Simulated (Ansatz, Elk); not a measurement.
# Sc3TiB: X-ray structure factors from the self-consistent density

The structure of Sc3TiB used here is made up (a known structure type with other elements) and was relaxed beforehand with PBE. The aim is the Fourier transform of its all-electron density, F(hkl), set beside the sum over free spherical atoms that refinements use.

Main program and level: Elk 11.2.3 (patched build); DFT, PBE, all-electron APW+lo, Dirac cores, scalar-relativistic bands, static density, no spin.

This account leaves out most program logs.

The structure was built from a prototype and need not be the compound's stable phase.

### Step 1. Set-up

The structure is cubic, space group Pm-3m (No. 221). Conventional cell: a = 4.685 Å, b = 4.685 Å, c = 4.685 Å, α = 90.00°, β = 90.00°, γ = 90.00°. Nearest to Ti lie 12 Sc at 3.31 Å. Nearest to Sc lie 2 B at 2.34 Å and 8 Sc at 3.31 Å and 4 Ti at 3.31 Å. Nearest to B lie 6 Sc at 2.34 Å. Farther neighbours are not listed.

Structure file:

```cif
data_structure
_symmetry_space_group_name_H-M 'Pm-3m'
_symmetry_Int_Tables_number 221
_cell_length_a 4.6847
_cell_length_b 4.6847
_cell_length_c 4.6847
_cell_angle_alpha 90.000
_cell_angle_beta 90.000
_cell_angle_gamma 90.000
_cell_volume 102.81
loop_
_atom_site_label
_atom_site_type_symbol
_atom_site_symmetry_multiplicity
_atom_site_Wyckoff_symbol
_atom_site_fract_x
_atom_site_fract_y
_atom_site_fract_z
_atom_site_occupancy
Ti1 Ti 1 a 0.00000 0.00000 0.00000 1
Sc1 Sc 3 c 0.50000 0.50000 0.00000 1
B1 B 1 b 0.50000 0.50000 0.50000 1
```

### Step 2. Ground state and structure factors

An all-electron density is needed, since X-rays see the cores too. Task 0 finds the density and task 195 Fourier-transforms it; tshift is off so that phases refer to the origin typed.

Contents of elk.in:

```
tasks
  0
  195

xctype
  20

spinpol
  .false.

rgkmax
  7.0

gmaxvr
  14.0

lmaxo
  7

lmaxapw
  8

swidth
  0.002

tshift
  .false.

ramdisk
  .false.

hmaxvr
  5.5

maxscl
  120

epspot
  1e-06

sppath
  './'

avec
  8.85272861697 -0.00000000000 0.00000000000
  -0.00000000000 8.85272861697 -0.00000000000
  0.00000000000 -0.00000000000 8.85272861697

atoms
  3
  'Ti.in'
  1
  0.0000000000 -0.0000000000 0.0000000000   0.000000 0.000000 0.000000
  'Sc.in'
  3
  0.5000000000 0.5000000000 0.0000000000   0.000000 0.000000 0.000000
  -0.0000000000 0.5000000000 0.5000000000   0.000000 0.000000 0.000000
  0.5000000000 0.0000000000 0.5000000000   0.000000 0.000000 0.000000
  'B.in'
  1
  0.5000000000 0.5000000000 0.5000000000   0.000000 0.000000 0.000000

ngridk
  5 5 5
```

On the command line:

```bash
$ OMP_NUM_THREADS=4 elk
```

Run time: 22 s. Hardware: 4 threads of Arm Neoverse V2, shared host; peak memory 0.19 GiB.

SFACRHO.OUT:

```text

h k l indices transformed by vhmat matrix:
   1.000000000       0.000000000       0.000000000    
   0.000000000       1.000000000       0.000000000    
   0.000000000       0.000000000       1.000000000    

      h      k      l  multipl.   |H|            Re(F)            Im(F)           |F|

      0      0      0      1   0.0000000       90.000000     -0.27679095E-16   90.000000    
      0     -1      0      6  0.70974561      -3.2950330     -0.20733164E-13   3.2950330    
     -1      0      1     12   1.0037319       4.6361315      0.18128537E-14   4.6361315    
      1      1      1      8   1.2293155       59.664926     -0.47592354E-13   59.664926    
      0      0     -2      6   1.4194912       62.293864      0.36281458E-13   62.293864    
     -1      0     -2     24   1.5870394      -1.5175995     -0.26516111E-13   1.5175995    
     -1      1     -2     24   1.7385146       2.8793167     -0.35103565E-13   2.8793167    
      2      2      0     12   2.0074637       52.277746     -0.60781047E-13   52.277746    
      2     -2      1     24   2.1292368      -1.1013003      0.21136157E-13   1.1013003    
      0      0      3      6   2.1292368      -1.1971300      0.55415763E-13   1.1971300    
     -3      1      0     24   2.2444127       2.5280655      0.88501101E-14   2.5280655    
     -1     -1     -3     24   2.3539599       43.667866      0.56026315E-13   43.667866    
      2     -2     -2      8   2.4586309       45.730219      0.26601625E-13   45.730219    
     -2     -3      0     24   2.5590242      -1.0865210     -0.40240927E-13   1.0865210    
     -2      1      3     48   2.6556249       2.2900161     -0.17671920E-13   2.2900161    
      4      0      0      6   2.8389825       41.351204     -0.48313688E-13   41.351204    
      3      2     -2     24   2.9263561      -1.0571306      0.54241715E-13   1.0571306    
     -4      0     -1     24   2.9263561      -1.0627910     -0.10573140E-13   1.0627910
```

Elk indexes on the primitive cell of elk.in and gives |H| = 4π sin θ/λ in inverse bohr. Below, one row stands for each form hkl of the conventional cell (m members, Friedel mates merged), F is for one primitive cell and the density is static (no thermal factor). Free-atom factors are Waasmaier and Kirfel's, and R is Σm||F|−|F'||/Σm|F|.

| hkl | m | sin θ/λ (Å⁻¹) | abs F, DFT | neutral atoms | diff. |
| --- | --- | --- | --- | --- | --- |
| 100 | 6 | 0.107 | 3.295 | 2.910 | +0.385 |
| 110 | 12 | 0.151 | 4.636 | 4.290 | +0.347 |
| 111 | 8 | 0.185 | 59.665 | 60.381 | -0.716 |
| 200 | 6 | 0.213 | 62.294 | 62.445 | -0.151 |
| 210 | 24 | 0.239 | 1.518 | 1.493 | +0.024 |
| 211 | 24 | 0.261 | 2.879 | 3.011 | -0.132 |
| 220 | 12 | 0.302 | 52.278 | 52.253 | +0.025 |
| 221 | 24 | 0.320 | 1.101 | 1.149 | -0.048 |
| 300 | 6 | 0.320 | 1.197 | 1.149 | +0.048 |
| 310 | 24 | 0.338 | 2.528 | 2.558 | -0.030 |
| 311 | 24 | 0.354 | 43.668 | 43.550 | +0.118 |
| 222 | 8 | 0.370 | 45.730 | 45.717 | +0.014 |
| 320 | 24 | 0.385 | 1.087 | 1.058 | +0.029 |
| 321 | 48 | 0.399 | 2.290 | 2.311 | -0.021 |

### Step 3. The highest occupied states alone

An energy window below the Fermi level keeps the highest occupied states, to see at which angles they scatter; shallow core shells can lie inside it and anion s states outside. No new self-consistency is needed.

Changes to elk.in since step 2:

```diff
@@ -1,3 +1,2 @@
 tasks
-  0
   195
@@ -40,2 +39,5 @@
 
+wsfac
+  -0.344890 0.506350
+
 sppath
```

On the command line:

```bash
$ OMP_NUM_THREADS=4 elk
```

The job ended after 9.6 s (4 threads; peak memory 0.16 GiB; 11 s of CPU time).

States within 15 eV below the Fermi level hold 16.00 electrons; any levels below the window count with the cores. Their amplitudes can exceed the total, where window and core parts have opposite phase:

| hkl | sin θ/λ (Å⁻¹) | abs F, window | abs F, all |
| --- | --- | --- | --- |
| 100 | 0.107 | 1.448 | 3.295 |
| 110 | 0.151 | 2.421 | 4.636 |
| 111 | 0.185 | 0.599 | 59.665 |
| 200 | 0.213 | 2.267 | 62.294 |
| 210 | 0.239 | 0.072 | 1.518 |
| 211 | 0.261 | 0.546 | 2.879 |
| 220 | 0.302 | 1.200 | 52.278 |
| 221 | 0.320 | 0.176 | 1.101 |
| 300 | 0.320 | 0.069 | 1.197 |
| 310 | 0.338 | 0.240 | 2.528 |

### Step 4. Another functional

The difference from free atoms is small, so it is set against the change that LDA (Perdew-Wang) makes.

Changes to elk.in since step 3:

```diff
@@ -1,2 +1,3 @@
 tasks
+  0
   195
@@ -4,3 +5,3 @@
 xctype
-  20
+  3
 
@@ -39,5 +40,2 @@
 
-wsfac
-  -0.344890 0.506350
-
 sppath
```

On the command line:

```bash
$ OMP_NUM_THREADS=4 elk
```

Run time: 12 s. Hardware: 4 threads; peak memory 0.16 GiB.

Against the first run R = 0.09 %; the largest change is -0.053 at 220.

### Step 5. Basis size

A smaller basis shows how fast F responds to it; the change is likely larger than the basis error of the first run, but doesn't show convergence.

Changes to elk.in since step 4:

```diff
@@ -5,3 +5,3 @@
 xctype
-  3
+  20
 
@@ -11,3 +11,3 @@
 rgkmax
-  7.0
+  5.5
```

On the command line:

```bash
$ OMP_NUM_THREADS=4 elk
```

Run time: 19 s. Hardware: 4 threads; peak memory 0.17 GiB; 38 s of CPU time.

Against the first run R = 0.06 %; the largest change is -0.069 at 200.

### Step 6. Settings against the effect

| run | R against the first run (%) | R against neutral atoms, low angle (%) | wall time |
| --- | --- | --- | --- |
| PBE, rgkmax 7 | 0.00 | 1.63 | 22 s |
| LDA (Perdew-Wang) | 0.09 | 1.58 | 12 s |
| rgkmax 5.5 | 0.06 | 1.70 | 19 s |

### Step 7. What came out

| Quantity | Value |
| --- | --- |
| R against neutral atoms, sin θ/λ < 0.3 Å⁻¹ | 1.63 % |
| R against neutral atoms, 0.3 to 0.82 Å⁻¹ | 0.32 % |

In words: Independent neutral atoms miss the calculated amplitudes by R = 1.63 % below 0.3 Å⁻¹ and 0.32 % from there to 0.82 Å⁻¹; by shells, 11.67 % below 0.15 Å⁻¹ (1 form), 1.44 % 0.15 to 0.3 (5 forms), 0.33 % 0.3 to 0.45 (11 forms), 0.32 % above 0.45 (57 forms). Bonding, aspherical density and the tables' own atoms all enter these figures, and the runs don't part them. The largest change of an amplitude is -0.72 electrons, at 111. The window's part falls from 16.0 electrons at the origin to at most 0.35 between 0.45 and 0.82 Å⁻¹. Below 0.3 Å⁻¹ the changes that finished (LDA (Perdew-Wang) and rgkmax 5.5) move F by R = 0.16 % at most, against the 1.63 % that separates it from free atoms. The k-mesh has no finished test. These runs have no spin, though d or f shells may be open. Part of the difference isn't bonding: the tables are fits to free atoms and ions calculated by other methods than this functional. Thermal motion, anomalous dispersion and extinction are left out.

[Logs are printed without paths, hosts, clocks, repeated set-up lines and the standing remarks that a program may print on its own settings, such as how far it seeks lower states.]

[Hosts, paths, dates, database ids (printed as entryN), source tags and the programs' standing remarks are cut or masked in the printed files.]
